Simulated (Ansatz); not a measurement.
# How fast states decay through Li2ClF, part 2 of 3

A new crystal, Li2ClF: structure, gap and complex bands. It is built by putting F for part of the Cl in the LiCl structure of space group P6_3mc, with the volume rescaled by atomic radii. The parent structure comes from the Materials Project.

Ansatz 0.2.0; r2SCAN DFT, plane waves, PAW files (the session's first sound run).

So far. Step 2 (Relaxing the new crystal): The largest force component on a free atom ends at 0.0029 eV/Å.

The structure was built from a prototype and need not be the compound's stable phase.

### Step 3. The bulk crystal and its band edges

The energy window and the wavevectors of the next steps follow from the band edges, so these are searched first, off the mesh as well.

The input, input.yaml:

```yaml
crystal:
  lattice:
    - [3.518961887, 0.0, 0.0]
    - [-1.7594809435, 3.0475103891, 0.0]
    - [0.0, 0.0, 5.5941774822]
  atoms:
    - { symbol: Li, position: [0.6666666667, 0.3333333333, 0.9241177938] }
    - { symbol: Li, position: [0.3333333333, 0.6666666667, 0.3257903229] }
    - { symbol: Cl, position: [0.6666666667, 0.3333333333, 0.4973503035] }
    - { symbol: F, position: [0.3333333333, 0.6666666667, 1.0027435797] }
kpoints:
  mp_grid: { grid: [8, 8, 4] }
  band_path: { path: [VBM, CBM], npoints: 30 }
scf:
  occupations: { method: fixed }
hamiltonian:
  xc: r2scan
output:
  eigenvalues: true
  write_potential: true
  write_density: true
  volumetric_format: npy
  elf: true
```

Command:

```
$ ansatz run input.yaml --threads 2 --pin off --max-ram 4096MiB --backend cpu --events-out ev --progress --plain --runs-dir out
```

Numbers of over 12 decimals in the logs are rounded to 6 here.

The program printed:

```text
[...]
Crystal: 4 atoms, lattice volume = 59.992 Å³
Basis set: ecut = 500 eV, 1509 PW (Γ), exchange–correlation on 108×108×180 points (64 copies of the dense FFT grid, shifted against one another)
Bands: 14, of which v1, the nominal top of the filled ones, is band 10 counted from 1 (9 counted from 0)
Symmetry: 6 space group operations
[...]
k-points: 35 of 256 (time reversal used)
[...]
SCF iter   1: F=—  HF=-2310.572776 eV  |F-HF|=—  |Δ(HF+E_count)|=         —  Δρ=6.11e-3  dr2=1.87e-2  dr2_τ=3.33e-2  ethr=1.77e-3  ⟨swp⟩=4.8  Hψ=2532  notcnv=0  defer=70
[...]
SCF iter   7: F=-2310.644456 eV  HF=-2310.644456 eV  |F-HF|=6.21e-9  |Δ(HF+E_count)|=   3.67e-8  Δρ=6.16e-6  dr2=2.46e-8  dr2_τ=1.68e-9  ethr=5.00e-10  ⟨swp⟩=4.2  Hψ=1914  notcnv=0
SCF 1 converged in 7 iterations: F = -2310.644456 eV  dr2 = 2.46e-8
[...]
NSCF: frozen V_eff on 34 k-points
[...]
SCF converged after 7 iterations
Free energy (F): -2310.644456 eV
[...]
Internal energy: -2310.644456 eV  (E = F + TS)
E sigma→0 (E₀):  -2310.644456 eV
Fermi energy:    0.185238 eV
[...]
--- Band table (eV; the first three rows and the last of 35) ---
  k-point 0: bands = [... 6 lower, -2.1613, -1.0258, 0.1852, 0.1852, 6.1046, 9.8233, 11.9161, 12.1202]
  k-point 1: bands = [... 6 lower, -2.1573, -1.3200, 0.1803, 0.1803, 6.5944, 9.5070, 11.0332, 12.1086]
  k-point 2: bands = [... 6 lower, -2.1533, -1.7329, 0.1753, 0.1753, 7.4123, 8.6987, 10.5393, 12.1037]
  k-point 34: bands = [... 6 lower, -2.4800, -1.8711, -1.2374, -0.8985, 8.3727, 10.0629, 10.4341, 11.3714]
```

Elapsed: 5.2 s, on 2 threads of Intel Xeon Platinum 8488C (Sapphire Rapids), shared host; peak memory 0.51 GiB; 9.9 s of CPU time.

This step gave:

- free energy: -2310.6445 eV
- Fermi energy: 0.1852 eV
- gap on the k-mesh: 5.919 eV
- gap on path: 5.919 eV, by band count; negative where bands overlap
- direct gap on path: 5.919 eV
- edge places on path: 0, 0 1/A along the path

Levels at VBM (eV): -3.24, -2.35, -2.35, -1.21, 0.00, 0.00, 5.92.

ELF in the ac plane at fractional y = 0.333, with atoms of Li and Cl within 0.2 Å of it. It is the smooth field of the valence electrons, not physical close to the nuclei.

Values in units of 1e-1, 22 rows by 14 columns, each cell a mean:
```
3.5 5.0 5.4 5.2 4.2 1.8 0.2 3.3 9.3 9.6 9.8 6.5 0.8 0.6
2.3 4.0 4.5 4.2 3.1 1.1 0.1 4.3 9.8 9.9 9.8 7.2 1.2 0.4
1.1 2.2 2.7 2.5 1.6 0.5 0.1 2.3 7.7 9.3 8.9 4.7 0.5 0.2
0.3 0.6 0.8 0.7 0.4 0.2 0.1 0.3 1.7 3.0 2.5 0.7 0.1 0.1
0.2 0.1 0.2 0.1 0.2 0.3 0.8 1.1 1.0 1.0 1.0 1.1 1.0 0.5
0.7 0.2 0.1 0.1 0.5 1.6 3.7 5.3 5.6 5.7 5.7 5.5 4.6 2.7
2.4 0.6 0.2 0.3 1.6 4.2 6.5 7.9 8.3 8.5 8.4 8.0 7.3 5.6
4.5 1.4 0.3 0.6 3.2 6.3 7.9 8.6 8.8 8.9 8.9 8.7 8.3 7.3
5.8 2.2 0.4 0.9 4.4 7.3 8.4 8.7 8.4 8.2 8.3 8.6 8.6 8.0
6.6 2.7 0.5 1.2 5.2 7.8 8.6 8.4 7.1 5.6 6.3 8.1 8.6 8.4
7.0 3.1 0.6 1.4 5.7 8.1 8.7 8.1 5.5 2.6 3.9 7.4 8.6 8.5
7.0 3.1 0.6 1.4 5.7 8.1 8.7 8.3 6.4 4.1 5.2 7.8 8.7 8.6
6.5 2.5 0.5 1.1 5.0 7.8 8.7 8.6 8.0 7.2 7.5 8.4 8.7 8.4
5.2 1.6 0.3 0.6 3.6 7.0 8.2 8.6 8.5 8.3 8.4 8.5 8.5 7.9
3.2 0.7 0.2 0.3 1.9 5.2 7.2 8.0 8.1 8.2 8.2 8.0 7.7 6.6
1.0 0.2 0.1 0.1 0.6 2.3 4.6 6.3 6.8 7.0 6.9 6.5 5.5 3.6
0.3 0.2 0.2 0.2 0.2 0.6 1.6 3.2 4.3 4.8 4.6 3.7 2.3 1.0
0.3 0.5 0.6 0.5 0.3 0.3 0.4 0.8 1.5 1.9 1.7 1.1 0.5 0.3
1.0 1.9 2.4 2.2 1.3 0.6 0.3 0.2 0.2 0.2 0.2 0.2 0.2 0.4
2.6 3.7 4.2 4.0 3.0 1.7 0.6 0.1 0.1 0.2 0.1 0.1 0.3 1.0
3.7 4.8 5.2 5.0 4.2 2.5 0.6 0.1 0.7 1.9 1.3 0.1 0.2 1.4
4.1 5.2 5.6 5.5 4.6 2.5 0.4 0.7 5.0 8.2 7.2 2.0 0.2 1.1
```
Columns run along a (3.5 Å), rows up along c (5.6 Å). Atoms in or near the plane, at fractional coordinates: Li at (0.67, 0.92), Cl at (0.67, 0.50).

Electrostatic potential energy in the ac plane at fractional y = 0.333, with atoms of Li and Cl within 0.2 Å of it. With pseudopotentials it is smooth inside the atoms' cores, unlike the true potential.

Ten even steps from '0' (-46 eV) to '9' (7 eV), each cell a mean:
```
99999986323579
99999985312479
99999986433589
99999998666789
99999999888999
99999999999999
99999999988999
99999998666789
99999985212479
99999972000158
99999861000048
99999962000148
99999984101368
99999987544689
99999999888899
99999999999999
99999999999999
99999999999999
99999999999999
99999999888999
99999998877899
99999997545689
```
Columns run along a (3.5 Å; values clipped at the 3rd and 97th percentile), rows up along c (5.6 Å). Atoms in or near the plane, at fractional coordinates: Li at (0.67, 0.92), Cl at (0.67, 0.50).

Valence density in the ac plane at fractional y = 0.333, with atoms of Li and Cl within 0.2 Å of it. It is the smooth field of the valence electrons, not physical close to the nuclei.

Values in e/Å³, 22 rows by 14 columns, each cell a mean:
```
0.1 0.2 0.2 0.2 0.1 0.1 0.1 0.6 3.3 6.4 5.0 1.3 0.2 0.1
0.1 0.1 0.1 0.1 0.1 0.1 0.1 0.8 4.1 7.8 6.1 1.6 0.2 0.1
0.1 0.1 0.1 0.1 0.1 0.0 0.0 0.4 2.1 4.1 3.2 0.8 0.1 0.0
0.0 0.0 0.0 0.0 0.0 0.0 0.0 0.1 0.3 0.7 0.5 0.1 0.0 0.0
0.0 0.0 0.0 0.0 0.0 0.0 0.0 0.1 0.1 0.1 0.1 0.1 0.1 0.0
0.0 0.0 0.0 0.0 0.0 0.0 0.1 0.1 0.2 0.2 0.2 0.2 0.1 0.1
0.1 0.0 0.0 0.0 0.0 0.1 0.2 0.3 0.4 0.5 0.4 0.3 0.2 0.1
0.1 0.1 0.0 0.0 0.1 0.2 0.3 0.6 0.9 1.1 1.0 0.8 0.5 0.2
0.2 0.1 0.0 0.1 0.1 0.3 0.6 1.2 1.6 1.7 1.7 1.4 0.8 0.4
0.2 0.1 0.1 0.1 0.2 0.4 0.8 1.6 1.5 1.1 1.3 1.7 1.2 0.6
0.3 0.1 0.1 0.1 0.2 0.5 1.0 1.7 1.1 0.0 0.5 1.6 1.4 0.7
0.3 0.1 0.1 0.1 0.2 0.4 1.0 1.7 1.4 0.7 1.0 1.7 1.3 0.7
0.2 0.1 0.1 0.1 0.2 0.3 0.7 1.4 1.6 1.6 1.6 1.5 1.0 0.5
0.1 0.1 0.1 0.1 0.1 0.2 0.4 0.8 1.2 1.3 1.3 1.0 0.6 0.3
0.1 0.1 0.0 0.0 0.1 0.1 0.2 0.4 0.5 0.6 0.6 0.5 0.3 0.2
0.1 0.0 0.0 0.0 0.0 0.1 0.1 0.2 0.2 0.2 0.2 0.2 0.1 0.1
0.0 0.0 0.0 0.0 0.0 0.0 0.1 0.1 0.1 0.1 0.1 0.1 0.1 0.1
0.0 0.0 0.0 0.0 0.0 0.0 0.0 0.0 0.0 0.0 0.0 0.0 0.0 0.0
0.1 0.1 0.1 0.1 0.1 0.0 0.0 0.0 0.0 0.0 0.0 0.0 0.0 0.0
0.1 0.1 0.1 0.1 0.1 0.1 0.0 0.0 0.0 0.0 0.0 0.0 0.0 0.0
0.1 0.2 0.2 0.2 0.1 0.1 0.1 0.0 0.1 0.1 0.1 0.0 0.0 0.1
0.1 0.2 0.2 0.2 0.1 0.1 0.1 0.1 0.7 1.5 1.1 0.3 0.1 0.1
```
Columns run along a (3.5 Å), rows up along c (5.6 Å). Atoms in or near the plane, at fractional coordinates: Li at (0.67, 0.92), Cl at (0.67, 0.50).

The searched edges give 5.92 eV, as on the mesh.

### Step 4. Complex bands, plane (110), k-mesh 4×12×12

This step: r2SCAN DFT, plane waves, PAW files; complex bands by layer matching along the plane's normal (Ansatz 0.2.0).

The same crystal is laid in a cell whose first two vectors span the (110) plane (indices of the standard conventional cell, whose axes can be ordered otherwise than in the bulk input). At fixed energy and wavevector in the plane the solver finds all kz, real and complex. A few wavevectors are listed, (0, 0) and (0.5, 0) in units of the plane's reciprocal vectors; the slowest state needn't be among them.

The input, input.yaml:

```yaml
crystal:
  lattice:
    - [5.594177482, 0.0, 0.0]
    - [0.0, 6.095020778, 0.0]
    - [0.0, 3.047510389, 1.759480944]
  atoms:
    - { symbol: Li, position: [0.9241177938, 0.6666666667, 0.0] }
    - { symbol: Li, position: [0.3257903229, 0.3333333333, 0.0] }
    - { symbol: Cl, position: [0.4973503035, 0.6666666667, 0.0] }
    - { symbol: F, position: [0.0027435797, 0.3333333333, 0.0] }
kpoints:
  mp_grid: { grid: [4, 12, 12] }
scf:
  occupations: { method: fixed }
hamiltonian:
  xc: r2scan
output:
  eigenvalues: true
  transmission:
    leads: [[0, 0]]
    kpoints: [[0.0, 0.0], [0.5, 0.0]]
    e_range: [-1.0, 6.92]
    de: 0.2
```

The program printed:

```text
[...]
Crystal: 4 atoms, lattice volume = 59.992 Å³
Basis set: ecut = 500 eV, 1509 PW (Γ), exchange–correlation on 180×180×108 points (64 copies of the dense FFT grid, shifted against one another)
Bands: 14, of which v1, the nominal top of the filled ones, is band 10 counted from 1 (9 counted from 0)
Symmetry: 6 space group operations
[...]
k-points: 69 of 576 (time reversal used)
[...]
SCF iter   1: F=—  HF=-2310.572749 eV  |F-HF|=—  |Δ(HF+E_count)|=         —  Δρ=6.11e-3  dr2=1.87e-2  dr2_τ=3.34e-2  ethr=1.77e-3  ⟨swp⟩=4.9  Hψ=5007  notcnv=0  defer=136
[...]
SCF iter   7: F=-2310.644448 eV  HF=-2310.644448 eV  |F-HF|=6.60e-9  |Δ(HF+E_count)|=   3.66e-8  Δρ=6.26e-6  dr2=2.58e-8  dr2_τ=1.76e-9  ethr=5.00e-10  ⟨swp⟩=4.2  Hψ=3781  notcnv=0
SCF 1 converged in 7 iterations: F = -2310.644448 eV  dr2 = 2.58e-8
[...]
transmission: 3 of 6 steps passed
transmission: 6 of 6 steps passed
SCF converged after 7 iterations
Free energy (F): -2310.644448 eV
[...]
Internal energy: -2310.644448 eV  (E = F + TS)
E sigma→0 (E₀):  -2310.644448 eV
Fermi energy:    0.185241 eV
[...]
--- Band table (eV; the first three rows and the last of 69) ---
  k-point 0: bands = [... 6 lower, -2.1613, -1.0258, 0.1852, 0.1852, 6.1046, 9.8233, 11.9161, 12.1202]
  k-point 1: bands = [... 6 lower, -2.2100, -1.0447, -0.3649, 0.0397, 6.5184, 10.3842, 11.3932, 12.0882]
  k-point 2: bands = [... 6 lower, -2.3299, -1.3014, -1.0986, -0.3783, 7.5516, 10.1518, 11.3379, 12.1145]
  k-point 68: bands = [... 6 lower, -2.3167, -1.6323, -1.1173, -0.3391, 7.7849, 9.1085, 10.5959, 12.8185]
--- Transmission ---
  basis      : 359 plane waves across, 3 finite elements along
  points     : 2, as listed
  energies   : 40 from -1.000000 to 6.800000 eV about the Fermi level, 0.200000 eV apart; the leads are filled to 2.959690 eV, and channels, transmission and decay are at 3.000000 eV
  crystal 0  : Li2Cl1F1, at the sites [0, 0], period 1.7595 Å: whole cells are its period
    offset         : up to 0.0000 Å between an atom of the period and one for which it stands
    channels       : 0.000000e0 a spin
    conductance    : none, the energies end too early or step too widely for 300 K: set another output.transmission.e_range or a lower de, or, where they end at an eighth of basis.ecutwfc, a higher one
    slowest decay  : 0.4429 /Å at (0.0000, 0.0000)
```

Wall time 41 s (2 threads); peak memory 1.1 GiB; 81 s of CPU time.

Numbers from this step:

```
free energy                                               : -2310.6444 eV
level to which the leads are filled                       : 2.960 eV from the Fermi level
decay constant at the filling level, zone centre          : 0.4429 Å⁻¹
decay constant at the filling level, slowest listed point : 0.4429 Å⁻¹
```

K parallel (0, 0); values up to 1.5 1/Å, a degenerate pair printed once or twice; energies at which all values exceed this have no row. Im kz of the slowest decaying states against energy, zero at the highest filled level on the SCF mesh:

```csv
energy (eV),decay 1 (Å⁻¹),decay 2 (Å⁻¹),decay 3 (Å⁻¹),decay 4 (Å⁻¹)
-1.00,0.668,0.717,0.798,0.854
-0.60,0.0635,0.706,0.813,0.821
-0.20,0.251,0.734,0.829,0.874
0.00,0.00538,0.00807,0.295,0.745
0.20,0.161,0.329,0.348,0.752
0.60,0.265,0.380,0.618,0.755
1.00,0.326,0.415,0.801,0.856
1.40,0.367,0.440,0.790,0.858
1.80,0.397,0.458,0.781,0.858
2.20,0.419,0.471,0.771,0.855
2.60,0.434,0.479,0.756,0.849
3.00,0.443,0.484,0.737,0.842
3.20,0.445,0.485,0.725,0.837
3.60,0.446,0.484,0.699,0.826
4.00,0.440,0.480,0.667,0.812
4.40,0.425,0.474,0.631,0.797
4.80,0.396,0.464,0.594,0.779
5.20,0.342,0.452,0.558,0.758
5.60,0.242,0.436,0.528,0.735
6.00,0.417,0.503,0.709,0.754
6.40,0.393,0.481,0.679,0.717
6.80,0.364,0.458,0.644,0.674
```

K parallel (0.5, 0); values up to 1.5 1/Å, a degenerate pair printed once or twice; energies at which all values exceed this have no row. The Im kz of the slowest decaying states by energy, zero at the highest filled level on the SCF mesh:

```csv
energy (eV),decay 1 (Å⁻¹),decay 2 (Å⁻¹),decay 3 (Å⁻¹),decay 4 (Å⁻¹)
-1.00,0.305,0.872,0.994,1.08
-0.60,0.113,0.650,0.871,0.895
-0.40,0.208,0.724,0.874,0.875
0.00,0.0381,0.0758,0.304,0.813
0.20,0.168,0.336,0.345,0.840
0.60,0.273,0.383,0.595,0.852
0.80,0.307,0.401,0.700,0.851
1.20,0.358,0.429,0.848,0.898
1.40,0.377,0.440,0.847,0.901
1.80,0.409,0.457,0.841,0.902
2.20,0.432,0.469,0.834,0.898
2.40,0.441,0.473,0.830,0.894
2.80,0.456,0.479,0.819,0.883
3.00,0.461,0.480,0.813,0.877
3.40,0.470,0.480,0.798,0.861
3.60,0.472,0.479,0.790,0.852
4.00,0.474,0.475,0.771,0.832
4.40,0.467,0.475,0.749,0.809
4.60,0.462,0.473,0.737,0.797
5.00,0.449,0.468,0.710,0.769
5.20,0.442,0.465,0.694,0.752
5.60,0.423,0.455,0.660,0.706
5.80,0.411,0.449,0.641,0.678
6.20,0.383,0.434,0.598,0.608
6.40,0.365,0.425,0.563,0.574
6.80,0.317,0.402,0.437,0.521
```

At the listed wavevectors the last open channel is at -0.20 eV and the next at +6.00 eV on the grid. At +3.00 eV, the grid energy nearest the filling level (the middle of the gap on the SCF mesh), the slowest state at the listed wavevectors decays with κ = 0.443 Å⁻¹, its amplitude falling by e over 2.3 Å. Through 1 nm of this crystal that state's transmission falls by exp(−2 × 0.443 Å⁻¹ × 10 Å) = 1.4e-4.

### Step 5. Decay over the two-dimensional zone

The listed points could miss the slowest state, so one energy near mid-gap is solved on a mesh of 8×12.

Edit input.yaml of step 4 so:

```diff
@@ -18,6 +18,2 @@
   eigenvalues: true
-  transmission:
-    leads: [[0, 0]]
-    kpoints: [[0.0, 0.0], [0.5, 0.0]]
-    e_range: [-1.0, 6.92]
-    de: 0.2
+  transmission: { leads: [[0, 0]], kmesh: [8, 12], e_range: [2.96, 2.97], de: 0.05 }
```

The program printed:

```text
[...]
Crystal: 4 atoms, lattice volume = 59.992 Å³
Basis set: ecut = 500 eV, 1509 PW (Γ), exchange–correlation on 180×180×108 points (64 copies of the dense FFT grid, shifted against one another)
Bands: 14, of which v1, the nominal top of the filled ones, is band 10 counted from 1 (9 counted from 0)
Symmetry: 6 space group operations
[...]
k-points: 69 of 576 (time reversal used)
[...]
SCF iter   1: F=—  HF=-2310.572749 eV  |F-HF|=—  |Δ(HF+E_count)|=         —  Δρ=6.11e-3  dr2=1.87e-2  dr2_τ=3.34e-2  ethr=1.77e-3  ⟨swp⟩=4.9  Hψ=5007  notcnv=0  defer=136
[...]
SCF iter   7: F=-2310.644448 eV  HF=-2310.644448 eV  |F-HF|=6.60e-9  |Δ(HF+E_count)|=   3.66e-8  Δρ=6.26e-6  dr2=2.58e-8  dr2_τ=1.76e-9  ethr=5.00e-10  ⟨swp⟩=4.2  Hψ=3781  notcnv=0
SCF 1 converged in 7 iterations: F = -2310.644448 eV  dr2 = 2.58e-8
[...]
transmission: 24 of 150 steps passed
transmission: 36 of 150 steps passed
[...]
transmission: 150 of 150 steps passed
SCF converged after 7 iterations
Free energy (F): -2310.644448 eV
[...]
Internal energy: -2310.644448 eV  (E = F + TS)
E sigma→0 (E₀):  -2310.644448 eV
Fermi energy:    0.185241 eV
[...]
--- Band table (eV; the first three rows and the last of 69) ---
  k-point 0: bands = [... 6 lower, -2.1613, -1.0258, 0.1852, 0.1852, 6.1046, 9.8233, 11.9161, 12.1202]
  k-point 1: bands = [... 6 lower, -2.2100, -1.0447, -0.3649, 0.0397, 6.5184, 10.3842, 11.3932, 12.0882]
  k-point 2: bands = [... 6 lower, -2.3299, -1.3014, -1.0986, -0.3783, 7.5516, 10.1518, 11.3379, 12.1145]
  k-point 68: bands = [... 6 lower, -2.3167, -1.6323, -1.1173, -0.3391, 7.7849, 9.1085, 10.5959, 12.8185]
--- Transmission ---
  basis      : 359 plane waves across, 3 finite elements along
  points     : 50, standing for a mesh of 8 x 12
  energies   : 1 from 2.960000 to 2.960000 eV about the Fermi level; the leads are filled to 2.959690 eV, and channels, transmission and decay are at 2.960000 eV
  crystal 0  : Li2Cl1F1, at the sites [0, 0], period 1.7595 Å: whole cells are its period
[...]
channels       : 0.000000e0 a spin
    conductance    : none, crystal 0 has no channel at the energies, or these end too early or step too widely for 300 K: set another output.transmission.e_range or a lower de, or, where they end at an eighth of basis.ecutwfc, a higher one
    slowest decay  : 0.4422 /Å at (0.0000, 0.0000)
```

Elapsed: 74 s, on 2 threads; peak memory 1.1 GiB.

Numbers from this step:

```
least decay constant on the mesh : 0.4422 Å⁻¹
```

Slowest decay constant (1/Å; 0 where a channel is open) over k1 and k2. At 2.9600 eV from the Fermi level.

Ten even steps from '_' (0.442) to '@' (0.494):
```
@@@@@@@@@@@@@@@@
@@@@%%%%%%%%%%%%
%%####**++**####
**++==------++++
==--::..__..----
----::______::--
==----..__..::--
**++++------==++
%%####**++**####
@@%%%%%%%%%%%%@@
@@@@@@@@@@@@@@@@
@@@@@@@@@@@@@@@@
```
Columns: k1 (b1) from -0.5 to 0.375; rows upwards: k2 (b2) from -0.5 to 0.417.

The least value on the mesh is 0.442 Å⁻¹ at +2.96 eV. At that energy the listed points give about 0.442 Å⁻¹ by interpolation, so the mesh holds no clearly slower state.

(Continued in part 3 of 3.)

[Logs are printed without paths, hosts, clocks, repeated set-up lines and the standing remarks that a program may print on its own settings, such as how far it seeks lower states.]

[Hosts, paths, dates, database ids (printed as entryN), source tags and the programs' standing remarks are cut or masked in the printed files.]
